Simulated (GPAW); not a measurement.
# Settings that the conductance of bicyclo[2.2.2]octane-1,4-dithiol between two Al chains needs, part 2 of 3

How do the numerical settings move the conductance of bicyclo[2.2.2]octane-1,4-dithiol between two Al chains?

GPAW 26.7.0; GPAW LCAO, PAW setups; Landauer transmission from Green's functions with principal layers (ASE), zero bias.

So far, transmission at the Fermi level (one spin): step 2 (base settings) 0.0120; step 5 (k-points along the lead 10, n lead 5, period 12 Å) 0.0120; step 7 (grid spacing 0.3 Å) 0.0119; step 8 (grid spacing 0.26 Å) 0.0120; step 10 (grid spacing 0.16 Å) 0.0119.

## 13. Varying the density threshold: conv = 0.1

The Hamiltonian is taken from the last density. The density threshold is one of the tests that end the cycle; the energy must settle too, so a loose value may not be the test that decides.

This step: GPAW LCAO, PAW setups; Landauer transmission from Green's functions with principal layers (ASE), zero bias (GPAW 26.7.0).

The input, run.py:

```python
import json
import numpy as np
from ase import Atoms
from ase.transport.calculators import TransportCalculator
from gpaw import GPAW, FermiDirac
from gpaw.lcao.tools import get_lcao_hamiltonian
from scipy.linalg import eigh

# The junction with lead layers at both ends, along the third cell vector
device = Atoms(
    ['Al', 'Al', 'Al', 'Al', 'Al', 'Al', 'S', 'H', 'H', 'H', 'C', 'C', 'H', 'C', 'H', 'H', 'C', 'C', 'H', 'H', 'C', 'H', 'C', 'C', 'H', 'H', 'H', 'S', 'Al', 'Al', 'Al', 'Al', 'Al', 'Al'],
    positions=[
        [5.65007, 5.79471, 1.20000],
        [5.65007, 5.79471, 3.60000],
        [5.65007, 5.79471, 6.00000],
        [5.65007, 5.79471, 8.40000],
        [5.65007, 5.79471, 10.80000],
        [5.65007, 5.79471, 13.20000],
        [6.54719, 5.00895, 15.04872],
        [3.89126, 4.77360, 16.34431],
        [4.73661, 3.25002, 16.59600],
        [5.12692, 7.00890, 16.71240],
        [6.02061, 5.01180, 16.79424],
        [4.66864, 4.28760, 16.94819],
        [6.81470, 7.00851, 17.21307],
        [5.86908, 6.45844, 17.30520],
        [7.20740, 3.25137, 17.32994],
        [8.05013, 4.77652, 17.58153],
        [7.06991, 4.28866, 17.66230],
        [4.23021, 4.28868, 18.42341],
        [3.25000, 4.77656, 18.50418],
        [4.09271, 3.25139, 18.75577],
        [5.43107, 6.45844, 18.78052],
        [4.48547, 7.00853, 18.87265],
        [6.63149, 4.28758, 19.13751],
        [5.27953, 5.01181, 19.29147],
        [6.17324, 7.00889, 19.37332],
        [6.56350, 3.25000, 19.48970],
        [7.40888, 4.77357, 19.74140],
        [4.75294, 5.00896, 21.03699],
        [5.65007, 5.79471, 22.88571],
        [5.65007, 5.79471, 25.28571],
        [5.65007, 5.79471, 27.68571],
        [5.65007, 5.79471, 30.08571],
        [5.65007, 5.79471, 32.48571],
        [5.65007, 5.79471, 34.88571]],
    cell=[[11.30014, 0.0, 0.0], [0.0, 11.58942, 0.0], [0.0, 0.0, 36.08571]],
    pbc=True)

# One principal layer of the lead: the first 4 atoms of the device
lead = Atoms(
    ['Al', 'Al', 'Al', 'Al'],
    positions=[
        [5.65007, 5.79471, 1.20000],
        [5.65007, 5.79471, 3.60000],
        [5.65007, 5.79471, 6.00000],
        [5.65007, 5.79471, 8.40000]],
    cell=[[11.30014, 0.0, 0.0], [0.0, 11.58942, 0.0], [0.0, 0.0, 9.6]],
    pbc=True)

settings = dict(mode='lcao', basis='szp(dzp)', xc='LDA', h=0.2,
                occupations=FermiDirac(0.1), maxiter=250,
                mixer=dict(beta=0.1, nmaxold=8, weight=100.0),
                convergence=dict(density=0.1))
energies = np.arange(-2, 2 + 1e-9, 0.05)
eta = 0.0001
n1, n2 = 1, 1
# k and -k transmit alike, so half of the mesh across the current serves
mesh = [(i, j) for i in range(n1) for j in range(n2) if (i, j) <= (-i % n1, -j % n2)]
weights = np.array([1 if (i, j) == (-i % n1, -j % n2) else 2 for i, j in mesh]) / (n1 * n2)

# [... helper functions left out ...]
fermi_lead = ground_state(lead, (1, 1, 12), 'lead.txt')
fermi_device = ground_state(device, (1, 1, 2), 'device.txt')
# [... loop over the mesh left out, but for ...]
        # Shift the lead onto the potential of the device's first layer
        shift = ((H[:, 0, 0] - H0[:, 0, 0]) / S0[0, 0]).real.mean()
# [...]
kT = 8.617333e-5 * 300
bias = [0.1, 0.2, 0.5, 1.0, 1.5, 2.0]
# [... integrals and printing left out ...]
```

Started as:

```
$ OMP_NUM_THREADS=1 OPENBLAS_NUM_THREADS=2 python run.py
```

The job ended after 49 s (2 threads of Arm Neoverse V1, shared host; peak memory 1.6 GiB).

This step gave:

```yaml
conductance: 0.01196 G₀
thermopower: 12.70 μV/K
largest_coupling_past_the_next_principal_layer: 1.83e-15 eV
largest_misfit_of_the_first_principal_layer: 0.04069 eV
shift_that_aligns_the_lead: -0.004748 eV
transmission_at_the_fermi_level_one_spin: 0.01225
```

One spin. The transmission, zone mean by energy, zero at the Fermi level:

| energy (eV) | transmission, zone mean |
| --- | --- |
| -2.00 | 9.7e-5 |
| -1.90 | 5.0e-5 |
| -1.80 | 2.4e-5 |
| -1.70 | 1.1e-5 |
| -1.55 | 2.1e-6 |
| -1.45 | 3.6e-7 |
| -1.35 | 0 |
| -1.25 | 0 |
| -1.15 | 0 |
| -1.05 | 0 |
| -0.90 | 0 |
| -0.80 | 0 |
| -0.70 | 0 |
| -0.60 | 0 |
| -0.50 | 0 |
| -0.40 | 5.2e-11 |
| -0.25 | 0.00790 |
| -0.15 | 0.0120 |
| -0.10 | 0.0132 |
| -0.05 | 0.0132 |
| 0.00 | 0.0122 |
| 0.05 | 0.0108 |
| 0.15 | 0.00747 |
| 0.25 | 0.00416 |
| 0.40 | 0.00494 |
| 0.45 | 0.0165 |
| 0.50 | 0.0146 |
| 0.60 | 0.0146 |
| 0.70 | 0.0174 |
| 0.80 | 0.0193 |
| 0.90 | 0.0219 |
| 1.05 | 0.0268 |
| 1.15 | 0.0306 |
| 1.25 | 0.0347 |
| 1.35 | 0.0393 |
| 1.45 | 0.0441 |
| 1.55 | 0.0493 |
| 1.70 | 0.0573 |
| 1.80 | 0.0627 |
| 1.90 | 0.0681 |
| 2.00 | 0.0734 |

Not self-consistent under bias; the bias window is split evenly. Table of current through one cell, from the zero-bias transmission by bias:

| bias (V) | current through one cell, from the zero-bias transmission (μA) |
| --- | --- |
| 0.100 | 0.0919 |
| 0.200 | 0.180 |
| 0.500 | 0.381 |
| 1.000 | 0.564 |
| 1.500 | 0.842 |
| 2.000 | 1.26 |

The conductance, 0.0120 G₀, lies 2.4 % above that of the base run.

## 14. Varying the density threshold: conv = 0.01

run.py: that of step 13 with these lines changed.

```diff
@@ -63,3 +63,3 @@
                 mixer=dict(beta=0.1, nmaxold=8, weight=100.0),
-                convergence=dict(density=0.1))
+                convergence=dict(density=0.01))
 energies = np.arange(-2, 2 + 1e-9, 0.05)
```

Run time: 48 s. Hardware: 2 threads; peak memory 1.6 GiB.

One spin. Table of transmission, zone mean by energy, zero at the Fermi level:

| energy (eV) | transmission, zone mean |
| --- | --- |
| -2.00 | 9.7e-5 |
| -1.85 | 3.5e-5 |
| -1.70 | 1.1e-5 |
| -1.60 | 3.9e-6 |
| -1.45 | 3.6e-7 |
| -1.30 | 0 |
| -1.15 | 0 |
| -1.05 | 0 |
| -0.90 | 0 |
| -0.75 | 0 |
| -0.60 | 0 |
| -0.50 | 0 |
| -0.35 | 0.00576 |
| -0.20 | 0.0100 |
| -0.10 | 0.0132 |
| -0.05 | 0.0132 |
| 0.00 | 0.0122 |
| 0.05 | 0.0108 |
| 0.20 | 0.00581 |
| 0.35 | 0.00194 |
| 0.45 | 0.0165 |
| 0.50 | 0.0146 |
| 0.60 | 0.0146 |
| 0.75 | 0.0183 |
| 0.90 | 0.0219 |
| 1.05 | 0.0268 |
| 1.15 | 0.0306 |
| 1.30 | 0.0369 |
| 1.45 | 0.0441 |
| 1.60 | 0.0519 |
| 1.70 | 0.0573 |
| 1.85 | 0.0655 |
| 2.00 | 0.0734 |

Not self-consistent under bias; the bias window is split evenly. The current through one cell, from the zero-bias transmission by bias:

| bias (V) | current through one cell, from the zero-bias transmission (μA) |
| --- | --- |
| 0.100 | 0.0919 |
| 0.200 | 0.180 |
| 0.500 | 0.381 |
| 1.000 | 0.564 |
| 1.500 | 0.842 |
| 2.000 | 1.26 |

The conductance, 0.0120 G₀, lies 2.4 % above that of the base run.

## 15. Varying the density threshold: conv = 0.001

run.py: that of step 14 with these lines changed.

```diff
@@ -63,3 +63,3 @@
                 mixer=dict(beta=0.1, nmaxold=8, weight=100.0),
-                convergence=dict(density=0.01))
+                convergence=dict(density=0.001))
 energies = np.arange(-2, 2 + 1e-9, 0.05)
```

The job ended after 51 s (2 threads; peak memory 1.6 GiB).

The conductance, 0.0118 G₀, lies 0.7 % above that of the base run.

## 16. Varying the density threshold: conv = 1e-06

run.py: that of step 15 with these lines changed.

```diff
@@ -63,3 +63,3 @@
                 mixer=dict(beta=0.1, nmaxold=8, weight=100.0),
-                convergence=dict(density=0.001))
+                convergence=dict(density=1e-06))
 energies = np.arange(-2, 2 + 1e-9, 0.05)
```

The job ended after 79 s (2 threads; peak memory 1.6 GiB).

One spin. The transmission, zone mean by energy, zero at the Fermi level:

| energy (eV) | transmission, zone mean |
| --- | --- |
| -2.000 | 9.8e-5 |
| -1.800 | 2.4e-5 |
| -1.600 | 4.0e-6 |
| -1.400 | 4.5e-8 |
| -1.200 | 0 |
| -1.000 | 0 |
| -0.800 | 0 |
| -0.600 | 0 |
| -0.400 | 4.8e-11 |
| -0.200 | 0.0101 |
| -0.050 | 0.0128 |
| 0.000 | 0.0120 |
| 0.200 | 0.00574 |
| 0.400 | 0.00502 |
| 0.450 | 0.0168 |
| 0.600 | 0.0143 |
| 0.800 | 0.0192 |
| 1.000 | 0.0251 |
| 1.200 | 0.0327 |
| 1.400 | 0.0416 |
| 1.600 | 0.0517 |
| 1.800 | 0.0625 |
| 2.000 | 0.0731 |

The conductance equals that of the base run to 0.2 %.

## 17. Convergence in the density threshold

This step: convergence of the conductance (GPAW 26.7.0).

Conductance against log10 of the density threshold:

| log10 of the density threshold | conductance (G₀) |
| --- | --- |
| -6.00 | 0.0117 |
| -4.00 | 0.0117 |
| -3.00 | 0.0118 |
| -2.00 | 0.0120 |
| -1.00 | 0.0120 |

## 18. Varying the width of the vacuum box

The images of the wire across the vacuum must not overlap or polarise each other.

This step: GPAW LCAO, PAW setups; Landauer transmission from Green's functions with principal layers (ASE), zero bias (GPAW 26.7.0).

The cell differs from the one that the last finished run ended in (a 11.300 → 7.300 Å, b 11.589 → 7.589 Å).

The input, run.py:

```python
import json
import numpy as np
from ase import Atoms
from ase.transport.calculators import TransportCalculator
from gpaw import GPAW, FermiDirac
from gpaw.lcao.tools import get_lcao_hamiltonian
from scipy.linalg import eigh

# The junction with lead layers at both ends, along the third cell vector
device = Atoms(
    ['Al', 'Al', 'Al', 'Al', 'Al', 'Al', 'S', 'H', 'H', 'H', 'C', 'C', 'H', 'C', 'H', 'H', 'C', 'C', 'H', 'H', 'C', 'H', 'C', 'C', 'H', 'H', 'H', 'S', 'Al', 'Al', 'Al', 'Al', 'Al', 'Al'],
    positions=[
        [3.65007, 3.79471, 1.20000],
        [3.65007, 3.79471, 3.60000],
        [3.65007, 3.79471, 6.00000],
        [3.65007, 3.79471, 8.40000],
        [3.65007, 3.79471, 10.80000],
        [3.65007, 3.79471, 13.20000],
        [4.54719, 3.00895, 15.04872],
        [1.89126, 2.77360, 16.34431],
        [2.73661, 1.25002, 16.59600],
        [3.12692, 5.00890, 16.71240],
        [4.02061, 3.01180, 16.79424],
        [2.66864, 2.28760, 16.94819],
        [4.81470, 5.00851, 17.21307],
        [3.86908, 4.45844, 17.30520],
        [5.20740, 1.25137, 17.32994],
        [6.05013, 2.77652, 17.58153],
        [5.06991, 2.28866, 17.66230],
        [2.23021, 2.28868, 18.42341],
        [1.25000, 2.77656, 18.50418],
        [2.09271, 1.25139, 18.75577],
        [3.43107, 4.45844, 18.78052],
        [2.48547, 5.00853, 18.87265],
        [4.63149, 2.28758, 19.13751],
        [3.27953, 3.01181, 19.29147],
        [4.17324, 5.00889, 19.37332],
        [4.56350, 1.25000, 19.48970],
        [5.40888, 2.77357, 19.74140],
        [2.75294, 3.00896, 21.03699],
        [3.65007, 3.79471, 22.88571],
        [3.65007, 3.79471, 25.28571],
        [3.65007, 3.79471, 27.68571],
        [3.65007, 3.79471, 30.08571],
        [3.65007, 3.79471, 32.48571],
        [3.65007, 3.79471, 34.88571]],
    cell=[[7.30014, 0.0, 0.0], [0.0, 7.58942, 0.0], [0.0, 0.0, 36.08571]],
    pbc=True)

# One principal layer of the lead: the first 4 atoms of the device
lead = Atoms(
    ['Al', 'Al', 'Al', 'Al'],
    positions=[
        [3.65007, 3.79471, 1.20000],
        [3.65007, 3.79471, 3.60000],
        [3.65007, 3.79471, 6.00000],
        [3.65007, 3.79471, 8.40000]],
    cell=[[7.30014, 0.0, 0.0], [0.0, 7.58942, 0.0], [0.0, 0.0, 9.6]],
    pbc=True)

settings = dict(mode='lcao', basis='szp(dzp)', xc='LDA', h=0.2,
                occupations=FermiDirac(0.1), maxiter=250,
                mixer=dict(beta=0.1, nmaxold=8, weight=100.0),
                convergence=dict(density=0.0001))
energies = np.arange(-2, 2 + 1e-9, 0.05)
eta = 0.0001
n1, n2 = 1, 1
# k and -k transmit alike, so half of the mesh across the current serves
mesh = [(i, j) for i in range(n1) for j in range(n2) if (i, j) <= (-i % n1, -j % n2)]
weights = np.array([1 if (i, j) == (-i % n1, -j % n2) else 2 for i, j in mesh]) / (n1 * n2)

# [... helper functions left out ...]
fermi_lead = ground_state(lead, (1, 1, 12), 'lead.txt')
fermi_device = ground_state(device, (1, 1, 2), 'device.txt')
# [... loop over the mesh left out, but for ...]
        # Shift the lead onto the potential of the device's first layer
        shift = ((H[:, 0, 0] - H0[:, 0, 0]) / S0[0, 0]).real.mean()
# [...]
kT = 8.617333e-5 * 300
bias = [0.1, 0.2, 0.5, 1.0, 1.5, 2.0]
# [... integrals and printing left out ...]
```

The job ended after 52 s (2 threads; peak memory 0.94 GiB).

This step gave:

- conductance: 0.01577 G₀
- thermopower: 17.32 μV/K
- largest coupling past the next principal layer: 1.56e-15 eV
- largest misfit of the first principal layer: 0.04143 eV
- shift that aligns the lead: -0.005371 eV
- transmission at the Fermi level (one spin): 0.01620

One spin. Table of transmission, zone mean by energy, zero at the Fermi level:

energy (eV), transmission, zone mean and a bar:
```
    -2.00     0.0001 
    -1.85     0.0000 
    -1.70     0.0000 
    -1.60     0.0000 
    -1.45     0.0000 
    -1.30     0.0000 
    -1.15     0.0000 
    -1.05     0.0000 
    -0.90     0.0000 
    -0.75     0.0000 
    -0.60     0.0000 
    -0.50     0.0000 
    -0.35     0.0037 #
    -0.20     0.0154 #####
    -0.10     0.0183 ######
    -0.05     0.0179 #####
     0.00     0.0162 #####
     0.05     0.0137 ####
     0.20     0.0055 ##
     0.35     0.0081 ##
     0.40     0.0239 #######
     0.50     0.0116 ####
     0.60     0.0241 #######
     0.75     0.0264 ########
     0.90     0.0318 ##########
     1.05     0.0386 ############
     1.15     0.0437 #############
     1.30     0.0521 ################
     1.45     0.0615 ###################
     1.60     0.0715 ######################
     1.70     0.0783 ########################
     1.85     0.0884 ###########################
     2.00     0.0978 ##############################
```

Not self-consistent under bias; the bias window is split evenly. The current through one cell, from the zero-bias transmission by bias:

| bias (V) | current through one cell, from the zero-bias transmission (μA) |
| --- | --- |
| 0.100 | 0.121 |
| 0.200 | 0.236 |
| 0.500 | 0.502 |
| 1.000 | 0.787 |
| 1.500 | 1.23 |
| 2.000 | 1.83 |

The conductance, 0.0158 G₀, lies 35 % above that of the base run.

## 19. Varying the width of the vacuum box

The cell differs from the one that the last finished run ended in (a 7.300 → 8.300 Å, b 7.589 → 8.589 Å).

The input, run.py:

```python
import json
import numpy as np
from ase import Atoms
from ase.transport.calculators import TransportCalculator
from gpaw import GPAW, FermiDirac
from gpaw.lcao.tools import get_lcao_hamiltonian
from scipy.linalg import eigh

# The junction with lead layers at both ends, along the third cell vector
device = Atoms(
    ['Al', 'Al', 'Al', 'Al', 'Al', 'Al', 'S', 'H', 'H', 'H', 'C', 'C', 'H', 'C', 'H', 'H', 'C', 'C', 'H', 'H', 'C', 'H', 'C', 'C', 'H', 'H', 'H', 'S', 'Al', 'Al', 'Al', 'Al', 'Al', 'Al'],
    positions=[
        [4.15007, 4.29471, 1.20000],
        [4.15007, 4.29471, 3.60000],
        [4.15007, 4.29471, 6.00000],
        [4.15007, 4.29471, 8.40000],
        [4.15007, 4.29471, 10.80000],
        [4.15007, 4.29471, 13.20000],
        [5.04719, 3.50895, 15.04872],
        [2.39126, 3.27360, 16.34431],
        [3.23661, 1.75002, 16.59600],
        [3.62692, 5.50890, 16.71240],
        [4.52061, 3.51180, 16.79424],
        [3.16864, 2.78760, 16.94819],
        [5.31470, 5.50851, 17.21307],
        [4.36908, 4.95844, 17.30520],
        [5.70740, 1.75137, 17.32994],
        [6.55013, 3.27652, 17.58153],
        [5.56991, 2.78866, 17.66230],
        [2.73021, 2.78868, 18.42341],
        [1.75000, 3.27656, 18.50418],
        [2.59271, 1.75139, 18.75577],
        [3.93107, 4.95844, 18.78052],
        [2.98547, 5.50853, 18.87265],
        [5.13149, 2.78758, 19.13751],
        [3.77953, 3.51181, 19.29147],
        [4.67324, 5.50889, 19.37332],
        [5.06350, 1.75000, 19.48970],
        [5.90888, 3.27357, 19.74140],
        [3.25294, 3.50896, 21.03699],
        [4.15007, 4.29471, 22.88571],
        [4.15007, 4.29471, 25.28571],
        [4.15007, 4.29471, 27.68571],
        [4.15007, 4.29471, 30.08571],
        [4.15007, 4.29471, 32.48571],
        [4.15007, 4.29471, 34.88571]],
    cell=[[8.30014, 0.0, 0.0], [0.0, 8.58942, 0.0], [0.0, 0.0, 36.08571]],
    pbc=True)

# One principal layer of the lead: the first 4 atoms of the device
lead = Atoms(
    ['Al', 'Al', 'Al', 'Al'],
    positions=[
        [4.15007, 4.29471, 1.20000],
        [4.15007, 4.29471, 3.60000],
        [4.15007, 4.29471, 6.00000],
        [4.15007, 4.29471, 8.40000]],
    cell=[[8.30014, 0.0, 0.0], [0.0, 8.58942, 0.0], [0.0, 0.0, 9.6]],
    pbc=True)

settings = dict(mode='lcao', basis='szp(dzp)', xc='LDA', h=0.2,
                occupations=FermiDirac(0.1), maxiter=250,
                mixer=dict(beta=0.1, nmaxold=8, weight=100.0),
                convergence=dict(density=0.0001))
energies = np.arange(-2, 2 + 1e-9, 0.05)
eta = 0.0001
n1, n2 = 1, 1
# k and -k transmit alike, so half of the mesh across the current serves
mesh = [(i, j) for i in range(n1) for j in range(n2) if (i, j) <= (-i % n1, -j % n2)]
weights = np.array([1 if (i, j) == (-i % n1, -j % n2) else 2 for i, j in mesh]) / (n1 * n2)

# [... helper functions left out ...]
fermi_lead = ground_state(lead, (1, 1, 12), 'lead.txt')
fermi_device = ground_state(device, (1, 1, 2), 'device.txt')
# [... loop over the mesh left out, but for ...]
        # Shift the lead onto the potential of the device's first layer
        shift = ((H[:, 0, 0] - H0[:, 0, 0]) / S0[0, 0]).real.mean()
# [...]
kT = 8.617333e-5 * 300
bias = [0.1, 0.2, 0.5, 1.0, 1.5, 2.0]
# [... integrals and printing left out ...]
```

The job ended after 51 s (2 threads; peak memory 1.1 GiB).

Numbers from this step:

```yaml
conductance: 0.01346 G₀
thermopower: 13.70 μV/K
largest_coupling_past_the_next_principal_layer: 1.29e-15 eV
largest_misfit_of_the_first_principal_layer: 0.04092 eV
shift_that_aligns_the_lead: -0.007237 eV
transmission_at_the_fermi_level_one_spin: 0.01381
```

One spin. The transmission, zone mean by energy, zero at the Fermi level:

| energy (eV) | transmission, zone mean |
| --- | --- |
| -2.00 | 7.5e-5 |
| -1.90 | 3.8e-5 |
| -1.80 | 1.9e-5 |
| -1.70 | 8.0e-6 |
| -1.55 | 1.5e-6 |
| -1.45 | 2.1e-7 |
| -1.35 | 0 |
| -1.25 | 0 |
| -1.15 | 0 |
| -1.05 | 0 |
| -0.90 | 0 |
| -0.80 | 0 |
| -0.70 | 0 |
| -0.60 | 0 |
| -0.50 | 0 |
| -0.40 | 3.9e-11 |
| -0.25 | 0.0108 |
| -0.15 | 0.0141 |
| -0.10 | 0.0150 |
| -0.05 | 0.0149 |
| 0.00 | 0.0138 |
| 0.05 | 0.0121 |
| 0.15 | 0.00800 |
| 0.25 | 0.00403 |
| 0.40 | 0.00868 |
| 0.45 | 0.0212 |
| 0.50 | 0.00821 |
| 0.60 | 0.0206 |
| 0.70 | 0.0207 |
| 0.80 | 0.0230 |
| 0.90 | 0.0260 |
| 1.05 | 0.0316 |
| 1.15 | 0.0358 |
| 1.25 | 0.0403 |
| 1.35 | 0.0453 |
| 1.45 | 0.0505 |
| 1.55 | 0.0561 |
| 1.70 | 0.0648 |
| 1.80 | 0.0707 |
| 1.90 | 0.0764 |
| 2.00 | 0.0818 |

Not self-consistent under bias; the bias window is split evenly. The current through one cell, from the zero-bias transmission by bias:

| bias (V) | current through one cell, from the zero-bias transmission (μA) |
| --- | --- |
| 0.100 | 0.103 |
| 0.200 | 0.202 |
| 0.500 | 0.434 |
| 1.000 | 0.651 |
| 1.500 | 0.993 |
| 2.000 | 1.49 |

The conductance, 0.0135 G₀, lies 15 % above that of the base run.

(Part 2 of 3 ends here.)

[Logs are printed without paths, hosts, clocks, repeated set-up lines and the standing remarks that a program may print on its own settings, such as how far it seeks lower states.]

[Hosts, paths, dates, database ids (printed as entryN), source tags and the programs' standing remarks are cut or masked in the printed files.]
